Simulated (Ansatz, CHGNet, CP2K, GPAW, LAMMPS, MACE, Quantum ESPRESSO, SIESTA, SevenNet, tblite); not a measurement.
# tblite on glassy 73SiO2-27K2O (mol %) (90 atoms): settings against a plane-wave reference

Aim: run glassy 73SiO2-27K2O (mol %) (90 atoms) in tblite and see how near its forces come to a plane-wave reference, and at what cost.

Method: the method is named at each step, in tblite 0.8.0.

**1. Set-up**

The cell holds 90 atoms: 22 Si, 16 K and 52 O. Cell: a = 11.429 Å, b = 11.429 Å, c = 11.429 Å, α = 90.0°, β = 90.0°, γ = 90.0°. 90 atoms (22 Si, 16 K, 52 O) placed at random at 2.4 g/cm³, melted at 4000 K for 10 ps at fixed volume with the Morse and Coulomb pair potential with partial charges (Pedone, Malavasi, Menziani, Cormack and Segre, J. Phys. Chem. B 110, 11780 (2006)). Quenched from 4000 K to 300 K at 50 K/ps and fixed volume, held 10 ps at zero pressure.

The yardstick, on the same geometry:

| Quantity | Value |
| --- | --- |
| method | Kohn-Sham DFT, PBE, PAW, plane waves (Ansatz 0.2.0); cutoff 420 eV, Γ point, fermi-dirac smearing of 0.05 eV; PAW set soft_2 |
| r.m.s. force component | 1.255 eV/Å |
| longest force | 5.27 eV/Å |
| pressure | 4.491 GPa |
| gap (highest filled to lowest empty level) | 0.8224 eV |
| SCF cycles | 11 |
| time | 24 s on 4 threads of Arm Neoverse V1, shared host |
| CPU time | 91 s |

**2. GFN1-xTB**

Method: GFN1-xTB tight binding, diagonalisation.

Contents of run.py:

```python
import numpy as np
from ase.io import read
from tblite.ase import TBLite

atoms = read("structure.xyz")
atoms.calc = TBLite(method="GFN1-xTB", electronic_temperature=580, accuracy=1.0, max_iterations=250, mixer_damping=0.4, verbosity=1)
energy = atoms.get_potential_energy()
forces = atoms.get_forces()
print(f"energy {energy:.6f} eV")
print("forces (eV/A)")
for i, (a, f) in enumerate(zip(atoms, forces)):
    print(f"{i:4d} {a.symbol:2s} {f[0]:10.5f} {f[1]:10.5f} {f[2]:10.5f}")
stress = -atoms.get_stress(voigt=False) * 160.21766
print("stress (GPa, compression positive)")
for row in stress:
    print(" ".join(f"{x:10.4f}" for x in row))
print("charges (e)")
print(np.array2string(atoms.get_charges(), precision=4, suppress_small=True, max_line_width=110, threshold=100000))
```

Contents of structure.xyz:

```xyz
90
Lattice="11.42927 0.00000 0.00000 0.00000 11.42927 0.00000 0.00000 0.00000 11.42927" Properties=species:S:1:pos:R:3 pbc="T T T"
Si 8.64853 7.52149 7.48400
Si 3.18054 11.23280 11.19623
Si 8.75242 10.56065 6.55732
Si 6.31421 7.86802 3.11253
Si 6.81573 10.71483 4.14814
Si 8.84523 2.61227 11.32298
Si 7.21781 7.52126 0.08389
Si 6.12997 10.50876 11.02353
Si 3.33872 6.86156 3.29014
Si 6.96557 3.29414 5.10820
Si 4.18483 4.92647 5.62537
Si 6.48794 0.50449 8.17867
Si 6.30016 3.35312 9.66642
Si 7.02317 1.77519 2.23659
Si 2.17453 4.50485 1.77371
Si 4.44656 2.58256 0.65547
Si 6.06151 6.31033 9.03381
Si 4.37432 10.55882 6.17306
Si 10.14542 7.51429 10.31880
Si 9.40640 5.16397 5.43187
Si 3.98722 7.55840 7.33439
Si 11.35212 4.54839 10.91027
K 10.37321 2.90418 3.19585
K 1.12521 9.52824 8.80008
K 3.11230 2.09670 8.34691
K 0.17270 1.10875 8.58052
K 2.52610 8.08655 0.10503
K 1.02589 5.77430 4.85138
K 1.05961 2.25877 5.46902
K 2.83789 10.38806 3.10030
K 9.08353 10.39206 9.76563
K 9.08421 2.96624 7.83374
K 0.97937 5.32604 7.71361
K 8.09387 5.17312 2.06447
K 10.83666 11.16365 0.63947
K 0.96932 9.25771 5.68583
K 3.70777 2.24894 4.04768
K 11.27555 7.81248 2.12104
O 8.09169 10.65425 5.05859
O 3.62685 1.28339 0.36231
O 7.08980 1.90400 5.86242
O 9.87798 5.71898 3.99144
O 6.33159 2.04653 8.66922
O 10.21274 10.96776 6.64223
O 8.08712 4.27020 5.46102
O 4.42221 8.95358 6.75653
O 10.05844 3.74926 0.24470
O 4.57639 10.35263 11.33566
O 11.00730 8.75494 10.74854
O 5.16500 0.10904 7.25587
O 6.13729 4.69697 8.85894
O 2.95938 11.16354 5.71086
O 7.18787 2.98933 3.44558
O 3.48753 3.59279 1.32900
O 9.62367 7.63087 8.86248
O 8.37491 2.18082 1.42477
[... 30 atom lines left out ...]
O 4.74292 7.19233 8.73265
O 0.23099 3.65554 9.70471
O 3.72308 5.64549 4.19911
O 8.86660 7.35314 11.28092
```

Launch:

```console
OMP_NUM_THREADS=1 python run.py > output.txt
```

The program printed:

```text
------------------------------------------------------------
  cycle        total energy    energy error   density error
------------------------------------------------------------
      1     -277.3449925913  -2.7899868E+02   1.0094057E+00
      2      109.4838538034   3.8682885E+02   1.2028508E+00
      3     -201.3812512738  -3.1086511E+02   7.8194789E-01
      4     -234.8301852176  -3.3448934E+01   4.9129051E-01
      5     -285.0289875739  -5.0198802E+01   2.1244106E-01
      6     -296.1504948678  -1.1121507E+01   1.2034516E-01
      7     -297.4587182491  -1.3082234E+00   6.6657077E-02
      8     -298.6030804983  -1.1443622E+00   2.0555643E-02
      9     -298.6635019324  -6.0421434E-02   1.1295262E-02
     10     -298.6673873199  -3.8853875E-03   6.4489226E-03
     11     -298.6758649894  -8.4776695E-03   3.1547316E-03
     12     -298.6779182719  -2.0532825E-03   1.1230910E-03
     13     -298.6778676800   5.0591927E-05   7.3603561E-04
     14     -298.6779936384  -1.2595843E-04   4.5730017E-04
     15     -298.6780359938  -4.2355413E-05   2.2633391E-04
     16     -298.6780488822  -1.2888426E-05   1.5071706E-04
     17     -298.6780542322  -5.3499730E-06   5.4058608E-05
     18     -298.6780553290  -1.0967860E-06   1.5090519E-05
     19     -298.6780551779   1.5113017E-07   2.2382880E-05
     20     -298.6780553763  -1.9848619E-07   2.0599390E-06
------------------------------------------------------------
 total:                                   4.484 sec
energy -8127.443862 eV
forces (eV/A)
   0 Si    0.02204   -0.60774    1.38045
   1 Si   -0.82369   -0.40822   -1.11746
   2 Si   -1.20780   -0.03273   -1.39314
   3 Si    0.84512   -4.41905    0.72181
   4 Si   -1.40129   -1.89519   -0.90207
   5 Si    1.69089    0.45269    1.19436
   6 Si    1.87197   -0.70060   -1.52908
   7 Si    1.16860   -1.73864    1.31626
   8 Si   -0.85394    1.85217   -1.79500
   9 Si   -2.91822   -4.14823   -0.97782
  10 Si   -0.06754   -0.82599   -0.31497
  11 Si   -2.17549   -0.37422    0.15696
  12 Si    0.99283   -1.44398    0.38497
  13 Si    0.80781    1.51233    0.17901
  14 Si   -0.10954   -0.39875   -0.88039
  15 Si    0.36862   -0.56327   -0.15732
  16 Si    0.75528    0.94753    0.27291
  17 Si   -0.58369   -0.34575    0.95449
  18 Si    1.65467   -0.64340    2.32919
  19 Si    2.52556    1.06558   -1.36247
  20 Si   -2.04548   -1.28619    0.07389
  21 Si   -1.62500   -0.37029    0.32208
  22 K    -1.18702    0.34200   -1.16411
  23 K     0.77782   -1.42699    1.56880
[...]
82 O     0.41086    0.53114   -1.43154
  83 O    -0.72962    2.81456   -0.52440
  84 O     1.64043    1.55049    2.62481
  85 O    -0.47646   -0.17313   -0.30920
  86 O     0.12117   -0.10964    2.12324
  87 O     1.17185   -1.71784   -3.38972
  88 O     0.29228   -1.99319    1.09713
  89 O    -1.23737   -0.05150    1.12663
stress (GPa, compression positive)
    6.7821     0.5989     0.3936
    0.5989     6.0837    -0.3548
    0.3936    -0.3548     9.7770
charges (e)
[ 0.759   0.6895  0.7287  0.7134  0.7637  0.7399  0.7422  0.7192  0.7345  0.7164  0.7295  0.7835  0.7817
  0.7716  0.7249  0.7445  0.795   0.7387  0.7056  0.702   0.7372  0.7065  0.4189  0.4545  0.4166  0.4311
  0.4249  0.4364  0.4259  0.4054  0.3937  0.3914  0.4283  0.3654  0.4252  0.4272  0.4117  0.4213 -0.3495
 -0.3726 -0.5633 -0.5975 -0.3508 -0.6063 -0.3388 -0.3447 -0.4273 -0.3801 -0.6254 -0.363  -0.3383 -0.6186
 -0.4489 -0.3654 -0.3953 -0.3939 -0.349  -0.3895 -0.3802 -0.3453 -0.3556 -0.6283 -0.376  -0.366  -0.3665
 -0.3655 -0.3528 -0.5471 -0.6155 -0.3678 -0.651  -0.5876 -0.6218 -0.3781 -0.3509 -0.6146 -0.6305 -0.4214
 -0.3267 -0.5898 -0.3933 -0.3651 -0.3491 -0.3865 -0.5047 -0.3311 -0.3661 -0.589  -0.3633 -0.3996]
```

Run time: 5.2 s. Hardware: 1 thread of Arm Neoverse V1, shared host; peak memory 0.12 GiB.

Banners, paths, timers and routine set-up lines are dropped from the logs unmarked, and long logs keep their key lines alone; longer cuts are marked.

Against the reference:

* r.m.s. force component: 1.388 eV/Å
* r.m.s. difference of force components: 738.3 meV/Å
* longest difference of force vectors: 4818 meV/Å
* force difference over r.m.s. force: 58.82 %
* slope of forces against the reference's: 0.9382
* correlation of force components: 0.8486
* pressure: 7.548 GPa
* pressure difference: 3.057 GPa

Length of the force difference by element (eV/Å):

```tsv
element	atoms	mean	most
K	16	2.2	4.8
O	52	0.35	0.74
Si	22	1.2	2.0
```

Local excerpt of 9 atoms (numbers count through the whole input) about O71, whose charge lies farthest from its element's mean; x, y, z are measured from there.

```tsv
atom	x	y	z	distance (Å)	Mulliken charge (e)	Fx	Fy	Fz (eV/Å)
O71	0.00	0.00	0.00	0.00	-0.65	1.45	-1.51	1.12
Si20	-1.23	0.91	-0.48	1.61	0.70	2.53	1.07	-1.36
O42	-0.76	1.47	-1.92	2.54	-0.60	-0.13	0.58	-0.50
O45	-2.55	0.02	-0.45	2.59	-0.34	1.61	2.45	1.18
K28	1.82	1.52	-1.06	2.60	0.44	0.15	0.56	-5.07
O66	-1.33	2.14	0.66	2.61	-0.37	0.05	0.23	-0.40
K33	1.77	1.07	1.80	2.74	0.43	-0.10	-0.60	5.37
K29	1.85	-1.99	-0.45	2.75	0.43	-1.83	-0.26	2.09
K32	-1.56	-1.28	1.92	2.78	0.39	-1.73	0.92	-0.41
```

Atoms are counted from 1 here, from 0 in the log.

Forces lie 59 % from the reference's, at 0.056 times its CPU time (on 1 against 4 cores).

**3. Results**

| Quantity | Value |
| --- | --- |
| force difference from the reference | tblite GFN1-xTB, 59 % |
| its CPU time | 5.1 s |

In words: Tight binding differs by 59 % (tblite GFN1-xTB); it is another model, with fitted parameters of its own, and the xTB methods hold dispersion. One electronic-structure run takes under half the reference's CPU time: tblite GFN1-xTB, at 59 % in 5.1 s against 91 s; its pressure misses by +3.1 GPa. Periodic xTB results under one method name differ between programs and library versions. The quench rate of 50 K/ps is many orders above laboratory rates, so the cell is likely richer in defects and strain than a real sample. The network of bonds at the start is that of the classical potential that made the cell, and needn't be the one that DFT or experiment would give. The electronic-structure runs sample only Γ, in a cell whose shortest periodic width is 11 Å.

[Also dropped from logs without a mark: logging warnings of Python, and SIESTA's first energy breakdown and zero terms.]

[Logs are printed without paths, hosts, clocks, repeated set-up lines and the standing remarks that a program may print on its own settings, such as how far it seeks lower states.]

[Hosts, paths, dates, database ids (printed as entryN), source tags and the programs' standing remarks are cut or masked in the printed files.]
